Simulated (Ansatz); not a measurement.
# MgS (Niningerite, Fm-3m): converging a phonon calculation, part 3 of 3

Wanted: convergence of the phonons of MgS (Niningerite, Fm-3m) against cost.

Ansatz 0.2.0; DFT PBE, scalar-relativistic, plane waves, PAW.

So far. Step 11 (Another k mesh, q mesh 2×2×2): The highest optical mode at the zone centre (no LO-TO term) is 223.7 cm⁻¹, +0.0 cm⁻¹ against the base run. Step 12 (Another k mesh, k-mesh 12×12×12, q mesh 2×2×2): The highest optical mode at the zone centre (no LO-TO term) is 223.8 cm⁻¹, +0.0 cm⁻¹ against the base run. The relaxed cell has a = 5.230 Å (conventional setting).

## Step 14: Another cutoff, cutoff 170 eV, q mesh 2×2×2

The cutoff is set to 170 eV on a small fixed q mesh.

File input.yaml:

```yaml
crystal:
  lattice:
    - [0.0, 2.6148576574, 2.6148576574]
    - [2.6148576574, 0.0, 2.6148576574]
    - [2.6148576574, 2.6148576574, 0.0]
  atoms:
    - { symbol: Mg, position: [0.0, 0.0, 0.0] }
    - { symbol: S, position: [0.5, 0.5, 0.5] }
kpoints:
  mp_grid: { grid: [8, 8, 8] }
hamiltonian:
  xc: pbe
scf:
  occupations: { method: fixed }
output:
  eigenvalues: true
phonons:
  method: dfpt
  qmesh: [2, 2, 2]
  temperatures: { t_max: 1000, t_step: 50 }
  qpath:
    path:
      - [[0.0, 0.0, 0.0], [0.5, 0.0, 0.5], [0.625, 0.25, 0.625]]
      - [[0.375, 0.375, 0.75], [0.0, 0.0, 0.0], [0.5, 0.5, 0.5], [0.5, 0.25, 0.75], [0.5, 0.0, 0.5]]
    npoints: 10
basis:
  ecutwfc: 170
```

Command:

```bash
$ ansatz run input.yaml --threads 4 --pin off --max-ram 7168MiB --backend cpu --events-out ev --progress --plain --runs-dir out
```

Numbers of over 12 decimals in the logs are rounded to 6 here.

Log:

```text
Warning: basis.ecutwfc = 170 eV is below the records' recommended 420 eV, and the density's cutoff is lower with it unless basis.ecutrho_ratio is high enough to keep the records' density cutoff: compare with a run at a higher cutoff
[...]
Crystal: 2 atoms, lattice volume = 35.758 Å³
Basis set: ecut = 170 eV, 169 PW (Γ), exchange–correlation on 32×32×32 points (8 copies of the dense FFT grid, shifted against one another)
Bands: 12, of which v1, the nominal top of the filled ones, is band 8 counted from 1 (7 counted from 0)
Symmetry: 48 space group operations
k-points: 29 of 512
[...]
SCF iter   1: F=—  HF=-2822.063815 eV  |F-HF|=—  |Δ(HF+E_count)|=         —  Δρ=4.76e-2  dr2=2.13e-1  ethr=1.77e-3  ⟨swp⟩=3.8  Hψ=1741  notcnv=0  defer=37
[...]
SCF iter   8: F=-2821.702773 eV  HF=-2821.702773 eV  |F-HF|=0.00e0  |Δ(HF+E_count)|=  1.55e-10  Δρ=3.96e-8  dr2=2.85e-13  ethr=1.00e-12  ⟨swp⟩=6.0  Hψ=1686  notcnv=0
SCF 1 converged in 8 iterations: F = -2821.702773 eV  dr2 = 2.85e-13
[...]
k-points: 59 of 512 (irreducible under 8 space group operations, time reversal used)
[...]
SCF iter   2: F=-2821.702773 eV  HF=-2821.702773 eV  |F-HF|=2.27e-12  |Δ(HF+E_count)|=  3.12e-10  Δρ=5.10e-8  dr2=1.38e-12  ethr=1.00e-12  ⟨swp⟩=5.1  Hψ=2747  notcnv=0
SCF 2 converged in 2 iterations: F = -2821.702773 eV  dr2 = 1.38e-12
[...]
SCF converged after 8 iterations
Free energy (F): -2821.702773 eV
[...]
Internal energy: -2821.702773 eV  (E = F + TS)
E sigma→0 (E₀):  -2821.702773 eV
Fermi energy:    6.214253 eV
[...]
--- Band table (eV; the first three rows and the last of 29) ---
  k-point 0: bands = [... 4 lower, -6.2661, 6.2143, 6.2143, 6.2143, 9.8897, 14.3865, 14.3865, 14.3865]
  k-point 1: bands = [... 4 lower, -6.1209, 5.1778, 6.1189, 6.1189, 10.6920, 14.0010, 14.6142, 14.6142]
  k-point 2: bands = [... 4 lower, -5.7209, 3.4449, 5.9149, 5.9149, 11.2043, 14.1568, 14.1568, 14.5148]
  k-point 28: bands = [... 4 lower, -4.5721, 3.0465, 3.0465, 3.9081, 11.4497, 14.2809, 14.2826, 14.2826]
[...]
ASR residual: 4.734e-3 → 0.000e0 eV/Å²; symmetrization residual: 1.932e-6 eV/Å²
  ASR residual per site (eV/Å²): 4.73e-3 1.40e-4
  Γ frequencies (cm⁻¹): 0.00 0.00 0.00 183.53 183.53 183.53
  Unit cell's response to a homogeneous field, on a k mesh of 8×8×8: 1 representative field direction (Σ response iterations 7)
  ε∞ (high-frequency dielectric tensor):
        5.346284    -0.000000     0.000000
        0.000000     5.346284    -0.000000
        0.000000     0.000000     5.346284
  ε⁰ (static dielectric tensor): not given — the deck does not say what the cell's rigid motions are, and on a molecule in a box or a wire the rigid rotations would enter the sum over the modes at Γ. For a crystal or a slab, whose only rigid motions are the translations, set phonons.rigid_motions: translations.
  Born effective charges Z* (e; rows j = field, columns β = displacement):
    site 0:
         2.36262    0.00000   -0.00000
         0.00000    2.36262   -0.00000
         0.00000   -0.00000    2.36262
    site 1:
        -2.36262   -0.00000    0.00000
        -0.00000   -2.36262    0.00000
         0.00000    0.00000   -2.36262
  Z* charge neutrality: 2.089e-4 e pre-enforcement
[...]
optical modes at Γ without the LO–TO term, one row a degenerate level:
      ω (cm⁻¹)  modes    IR ((D/Å)²/amu)
        183.53      3            27.9462
  optical modes at Γ + LO–TO along q̂ = [1.0000, 0.0000, 0.0000]:
      ω (cm⁻¹)  modes    IR ((D/Å)²/amu)
        183.53      2            18.6308
        370.96      1             9.3154
  optical modes at Γ + LO–TO along q̂ = [0.0000, 1.0000, 0.0000]:
      ω (cm⁻¹)  modes    IR ((D/Å)²/amu)
        183.53      2            18.6308
        370.96      1             9.3154
  optical modes at Γ + LO–TO along q̂ = [0.0000, 0.0000, 1.0000]:
      ω (cm⁻¹)  modes    IR ((D/Å)²/amu)
        183.53      2            18.6308
        370.96      1             9.3154
--- Phonons (arbitrary-q DFPT): 3 irreducible q on the 2×2×2 mesh ---
[...]
interpolated dispersion: 63 rows × 6 modes
[...]
```

Run time: 4.3 s. Hardware: 4 threads of Arm Neoverse V1, shared host; peak memory 0.38 GiB.

The run finished; it serves as a test, and its numbers are not taken as the result.

## Step 15: Another cutoff, cutoff 230 eV, q mesh 2×2×2

The cutoff is set to 230 eV on a small fixed q mesh.

input.yaml, as its differences from that of step 14:

```diff
@@ -26,2 +26,2 @@
 basis:
-  ecutwfc: 170
+  ecutwfc: 230
```

Log:

```text
[...]
Crystal: 2 atoms, lattice volume = 35.758 Å³
Basis set: ecut = 230 eV, 283 PW (Γ), exchange–correlation on 40×40×40 points (8 copies of the dense FFT grid, shifted against one another)
Bands: 12, of which v1, the nominal top of the filled ones, is band 8 counted from 1 (7 counted from 0)
Symmetry: 48 space group operations
k-points: 29 of 512
[...]
SCF iter   1: F=—  HF=-2828.156676 eV  |F-HF|=—  |Δ(HF+E_count)|=         —  Δρ=8.76e-3  dr2=5.72e-3  ethr=1.77e-3  ⟨swp⟩=4.3  Hψ=1884  notcnv=0  defer=34
[...]
SCF iter   7: F=-2828.150584 eV  HF=-2828.150584 eV  |F-HF|=1.36e-12  |Δ(HF+E_count)|=  2.18e-10  Δρ=1.03e-7  dr2=2.51e-12  ethr=1.00e-12  ⟨swp⟩=3.3  Hψ=1504  notcnv=0
SCF 1 converged in 7 iterations: F = -2828.150584 eV  dr2 = 2.51e-12
[...]
k-points: 59 of 512 (irreducible under 8 space group operations, time reversal used)
[...]
SCF iter   2: F=-2828.150584 eV  HF=-2828.150584 eV  |F-HF|=4.55e-13  |Δ(HF+E_count)|=  2.26e-10  Δρ=6.00e-8  dr2=7.47e-13  ethr=1.00e-12  ⟨swp⟩=5.8  Hψ=2692  notcnv=0
SCF 2 converged in 2 iterations: F = -2828.150584 eV  dr2 = 7.47e-13
[...]
SCF converged after 7 iterations
Free energy (F): -2828.150584 eV
[...]
Internal energy: -2828.150584 eV  (E = F + TS)
E sigma→0 (E₀):  -2828.150584 eV
Fermi energy:    6.213435 eV
[...]
--- Band table (eV; the first three rows and the last of 29) ---
  k-point 0: bands = [... 4 lower, -6.3408, 6.2134, 6.2134, 6.2134, 9.8513, 14.2187, 14.2187, 14.2187]
  k-point 1: bands = [... 4 lower, -6.1957, 5.1831, 6.1153, 6.1153, 10.6506, 13.8687, 14.4457, 14.4457]
  k-point 2: bands = [... 4 lower, -5.7955, 3.4555, 5.9017, 5.9017, 11.1467, 14.0548, 14.0548, 14.4486]
  k-point 28: bands = [... 4 lower, -4.6612, 3.0586, 3.0586, 3.9090, 11.4419, 14.1685, 14.1685, 14.2663]
[...]
ASR residual: 2.984e-4 → 0.000e0 eV/Å²; symmetrization residual: 2.148e-6 eV/Å²
  ASR residual per site (eV/Å²): 2.98e-4 6.71e-5
  Γ frequencies (cm⁻¹): 0.00 0.00 0.00 225.82 225.82 225.82
[...]
ε∞ (high-frequency dielectric tensor):
        5.355940    -0.000000     0.000000
        0.000000     5.355940    -0.000000
        0.000000    -0.000000     5.355940
[...]
Born effective charges Z* (e; rows j = field, columns β = displacement):
    site 0:
         2.34130    0.00000    0.00000
         0.00000    2.34130   -0.00000
         0.00000    0.00000    2.34130
    site 1:
        -2.34130   -0.00000   -0.00000
         0.00000   -2.34130    0.00000
         0.00000   -0.00000   -2.34130
  Z* charge neutrality: 6.197e-6 e pre-enforcement
[...]
optical modes at Γ without the LO–TO term, one row a degenerate level:
      ω (cm⁻¹)  modes    IR ((D/Å)²/amu)
        225.82      3            27.4440
  optical modes at Γ + LO–TO along q̂ = [1.0000, 0.0000, 0.0000]:
      ω (cm⁻¹)  modes    IR ((D/Å)²/amu)
        225.82      2            18.2960
        390.99      1             9.1480
  optical modes at Γ + LO–TO along q̂ = [0.0000, 1.0000, 0.0000]:
      ω (cm⁻¹)  modes    IR ((D/Å)²/amu)
        225.82      2            18.2960
        390.99      1             9.1480
  optical modes at Γ + LO–TO along q̂ = [0.0000, 0.0000, 1.0000]:
      ω (cm⁻¹)  modes    IR ((D/Å)²/amu)
        225.82      2            18.2960
        390.99      1             9.1480
--- Phonons (arbitrary-q DFPT): 3 irreducible q on the 2×2×2 mesh ---
[...]
interpolated dispersion: 63 rows × 6 modes
[...]
```

It took 5.7 s on 4 threads; peak memory 0.41 GiB.

The run finished; it serves as a test, and its numbers are not taken as the result.

## Step 16: Another cutoff, cutoff 290 eV, q mesh 2×2×2

The cutoff is set to 290 eV on a small fixed q mesh.

input.yaml, as its differences from that of step 15:

```diff
@@ -26,2 +26,2 @@
 basis:
-  ecutwfc: 230
+  ecutwfc: 290
```

Log:

```text
[...]
Crystal: 2 atoms, lattice volume = 35.758 Å³
Basis set: ecut = 290 eV, 411 PW (Γ), exchange–correlation on 48×48×48 points (8 copies of the dense FFT grid, shifted against one another)
Bands: 12, of which v1, the nominal top of the filled ones, is band 8 counted from 1 (7 counted from 0)
Symmetry: 48 space group operations
k-points: 29 of 512
[...]
SCF iter   1: F=—  HF=-2828.701776 eV  |F-HF|=—  |Δ(HF+E_count)|=         —  Δρ=1.63e-3  dr2=1.92e-4  ethr=1.77e-3  ⟨swp⟩=5.3  Hψ=1857  notcnv=0  defer=46
[...]
SCF iter   8: F=-2828.701661 eV  HF=-2828.701661 eV  |F-HF|=4.55e-13  |Δ(HF+E_count)|=  3.00e-11  Δρ=4.13e-8  dr2=1.07e-12  ethr=1.00e-12  ⟨swp⟩=7.1  Hψ=1737  notcnv=0
SCF 1 converged in 8 iterations: F = -2828.701661 eV  dr2 = 1.07e-12
[...]
k-points: 59 of 512 (irreducible under 8 space group operations, time reversal used)
[...]
SCF iter   3: F=-2828.701661 eV  HF=-2828.701661 eV  |F-HF|=2.55e-11  |Δ(HF+E_count)|=  4.23e-11  Δρ=3.35e-7  dr2=4.22e-11  ethr=1.00e-12  ⟨swp⟩=3.0  Hψ=2730  notcnv=0
SCF 2 converged in 3 iterations: F = -2828.701661 eV  dr2 = 4.22e-11
[...]
SCF converged after 8 iterations
Free energy (F): -2828.701661 eV
[...]
Internal energy: -2828.701661 eV  (E = F + TS)
E sigma→0 (E₀):  -2828.701661 eV
Fermi energy:    6.214493 eV
[...]
--- Band table (eV; the first three rows and the last of 29) ---
  k-point 0: bands = [... 4 lower, -6.3626, 6.2145, 6.2145, 6.2145, 9.8252, 14.1565, 14.1565, 14.1565]
  k-point 1: bands = [... 4 lower, -6.2123, 5.1802, 6.1171, 6.1171, 10.6324, 13.8366, 14.3982, 14.3982]
  k-point 2: bands = [... 4 lower, -5.8129, 3.4508, 5.9035, 5.9035, 11.1251, 14.0086, 14.0086, 14.4319]
  k-point 28: bands = [... 4 lower, -4.6907, 3.0597, 3.0597, 3.9055, 11.4209, 14.1373, 14.1373, 14.2274]
[...]
ASR residual: 3.546e-5 → 0.000e0 eV/Å²; symmetrization residual: 1.906e-6 eV/Å²
  ASR residual per site (eV/Å²): 6.63e-6 3.55e-5
  Γ frequencies (cm⁻¹): 0.00 0.00 0.00 223.84 223.84 223.84
[...]
ε∞ (high-frequency dielectric tensor):
        5.385758     0.000000     0.000000
        0.000000     5.385758    -0.000000
        0.000000    -0.000000     5.385758
[...]
Born effective charges Z* (e; rows j = field, columns β = displacement):
    site 0:
         2.34416    0.00000   -0.00000
        -0.00000    2.34416   -0.00000
         0.00000    0.00000    2.34416
    site 1:
        -2.34416   -0.00000    0.00000
         0.00000   -2.34416    0.00000
         0.00000   -0.00000   -2.34416
  Z* charge neutrality: 1.781e-5 e pre-enforcement
[...]
optical modes at Γ without the LO–TO term, one row a degenerate level:
      ω (cm⁻¹)  modes    IR ((D/Å)²/amu)
        223.84      3            27.5111
  optical modes at Γ + LO–TO along q̂ = [1.0000, 0.0000, 0.0000]:
      ω (cm⁻¹)  modes    IR ((D/Å)²/amu)
        223.84      2            18.3407
        389.44      1             9.1704
  optical modes at Γ + LO–TO along q̂ = [0.0000, 1.0000, 0.0000]:
      ω (cm⁻¹)  modes    IR ((D/Å)²/amu)
        223.84      2            18.3407
        389.44      1             9.1704
  optical modes at Γ + LO–TO along q̂ = [0.0000, 0.0000, 1.0000]:
      ω (cm⁻¹)  modes    IR ((D/Å)²/amu)
        223.84      2            18.3407
        389.44      1             9.1704
--- Phonons (arbitrary-q DFPT): 3 irreducible q on the 2×2×2 mesh ---
[...]
interpolated dispersion: 63 rows × 6 modes
[...]
```

Wall time 7.4 s (4 threads); peak memory 0.46 GiB; 26 s of CPU time.

The run finished; it serves as a test, and its numbers are not taken as the result.

## Step 17: Another cutoff, cutoff 360 eV, q mesh 2×2×2

The cutoff is set to 360 eV on a small fixed q mesh.

input.yaml, as its differences from that of step 16:

```diff
@@ -26,2 +26,2 @@
 basis:
-  ecutwfc: 290
+  ecutwfc: 360
```

Log:

```text
[...]
Crystal: 2 atoms, lattice volume = 35.758 Å³
Basis set: ecut = 360 eV, 537 PW (Γ), exchange–correlation on 48×48×48 points (8 copies of the dense FFT grid, shifted against one another)
Bands: 12, of which v1, the nominal top of the filled ones, is band 8 counted from 1 (7 counted from 0)
Symmetry: 48 space group operations
k-points: 29 of 512
[...]
optical modes at Γ + LO–TO along q̂ = [0.0000, 1.0000, 0.0000]:
      ω (cm⁻¹)  modes    IR ((D/Å)²/amu)
        223.78      2            18.3592
        389.32      1             9.1796
  optical modes at Γ + LO–TO along q̂ = [0.0000, 0.0000, 1.0000]:
      ω (cm⁻¹)  modes    IR ((D/Å)²/amu)
        223.78      2            18.3592
        389.32      1             9.1796
--- Phonons (arbitrary-q DFPT): 3 irreducible q on the 2×2×2 mesh ---
[...]
interpolated dispersion: 63 rows × 6 modes
[...]
[key lines of the parts left out:]
SCF converged after 7 iterations
Free energy (F): -2828.747662 eV
Fermi energy:    6.214825 eV
```

Wall time 8.2 s (4 threads); peak memory 0.48 GiB; 30 s of CPU time.

Frequencies (cm⁻¹) solved at each irreducible wavevector; negative means imaginary. Frequencies by wavevector, by row:

```csv
q in reciprocal lattice units,star,mode 1,mode 2,mode 3,mode 4,mode 5,mode 6
0 0 0,1,0,0,0,223.8,223.8,223.8
0 0 -0.5,4,168.9,168.9,192.6,192.6,290.6,355.2
0 -0.5 -0.5,3,125.7,125.7,181.9,252.5,252.5,292.2
```

The highest optical mode at the zone centre (no LO-TO term) is 223.8 cm⁻¹, +0.1 cm⁻¹ against the base run.

## Step 18: Another cutoff, cutoff 550 eV, q mesh 2×2×2

The cutoff is set to 550 eV on a small fixed q mesh.

input.yaml, as its differences from that of step 17:

```diff
@@ -26,2 +26,2 @@
 basis:
-  ecutwfc: 360
+  ecutwfc: 550
```

Log:

```text
[...]
Crystal: 2 atoms, lattice volume = 35.758 Å³
Basis set: ecut = 550 eV, 1067 PW (Γ), exchange–correlation on 60×60×60 points (8 copies of the dense FFT grid, shifted against one another)
Bands: 12, of which v1, the nominal top of the filled ones, is band 8 counted from 1 (7 counted from 0)
Symmetry: 48 space group operations
k-points: 29 of 512
[...]
optical modes at Γ + LO–TO along q̂ = [0.0000, 1.0000, 0.0000]:
      ω (cm⁻¹)  modes    IR ((D/Å)²/amu)
        223.72      2            18.3630
        389.29      1             9.1815
  optical modes at Γ + LO–TO along q̂ = [0.0000, 0.0000, 1.0000]:
      ω (cm⁻¹)  modes    IR ((D/Å)²/amu)
        223.72      2            18.3630
        389.29      1             9.1815
--- Phonons (arbitrary-q DFPT): 3 irreducible q on the 2×2×2 mesh ---
[...]
interpolated dispersion: 63 rows × 6 modes
[...]
[key lines of the parts left out:]
SCF converged after 9 iterations
Free energy (F): -2828.749201 eV
Fermi energy:    6.214660 eV
```

Wall time 14 s (4 threads); peak memory 0.56 GiB; 53 s of CPU time.

The highest optical mode at the zone centre (no LO-TO term) is 223.7 cm⁻¹, -0.0 cm⁻¹ against the base run.

## Step 19: What came out

```yaml
mean_frequency_q_mesh_2x2x2: 216 cm⁻¹
mean_frequency_q_mesh_3x3x3: 216 cm⁻¹
mean_frequency_q_mesh_6x6x6: 216 cm⁻¹
highest_optical_mode_at_the_zone_centre_no_lo_to_term_k_mesh_2x2x2: 186 cm⁻¹
highest_optical_mode_at_the_zone_centre_no_lo_to_term_k_mesh_4x4x4: 221 cm⁻¹
highest_optical_mode_at_the_zone_centre_no_lo_to_term_k_mesh_6x6x6: 224 cm⁻¹
highest_optical_mode_at_the_zone_centre_no_lo_to_term_k_mesh_8x8x8: 224 cm⁻¹
highest_optical_mode_at_the_zone_centre_no_lo_to_term_k_mesh_12x12x12: 224 cm⁻¹
highest_optical_mode_at_the_zone_centre_no_lo_to_term_cutoff_170_ev: 184 cm⁻¹
highest_optical_mode_at_the_zone_centre_no_lo_to_term_cutoff_230_ev: 226 cm⁻¹
highest_optical_mode_at_the_zone_centre_no_lo_to_term_cutoff_290_ev: 224 cm⁻¹
highest_optical_mode_at_the_zone_centre_no_lo_to_term_cutoff_360_ev: 224 cm⁻¹
highest_optical_mode_at_the_zone_centre_no_lo_to_term_cutoff_550_ev: 224 cm⁻¹
```

What this shows: Over the whole q mesh series, coarse runs included, the mean frequency runs from 215.9 to 216.5 cm⁻¹; from 2×2×2 on it stays within 0.6 cm⁻¹ of the finest run (6×6×6), against a tolerance of 2.2. The k mesh changes along this series too, so part of the change is its. Over the whole k mesh series, coarse runs included, the lowest mode on the q mesh (acoustic modes at Γ apart) runs from -175.4 to 125.7 cm⁻¹; from 6×6×6 on all solved modes stay within 1.0 cm⁻¹ of the finest run (12×12×12), against a tolerance of 3.6. Over the whole cutoff series, coarse runs included, the lowest mode on the q mesh (acoustic modes at Γ apart) runs from -47.8 to 125.7 cm⁻¹; from 290 eV on all solved modes stay within 0.2 cm⁻¹ of the finest run (550 eV), against a tolerance of 3.6. All runs share the cell relaxed at the base settings, which is not exactly at rest under another k mesh or cutoff. These are harmonic frequencies at zero temperature: anharmonic shifts, linewidths and thermal expansion are left out.

[Logs are printed without paths, hosts, clocks, repeated set-up lines and the standing remarks that a program may print on its own settings, such as how far it seeks lower states.]

[Hosts, paths, dates, database ids (printed as entryN), source tags and the programs' standing remarks are cut or masked in the printed files.]
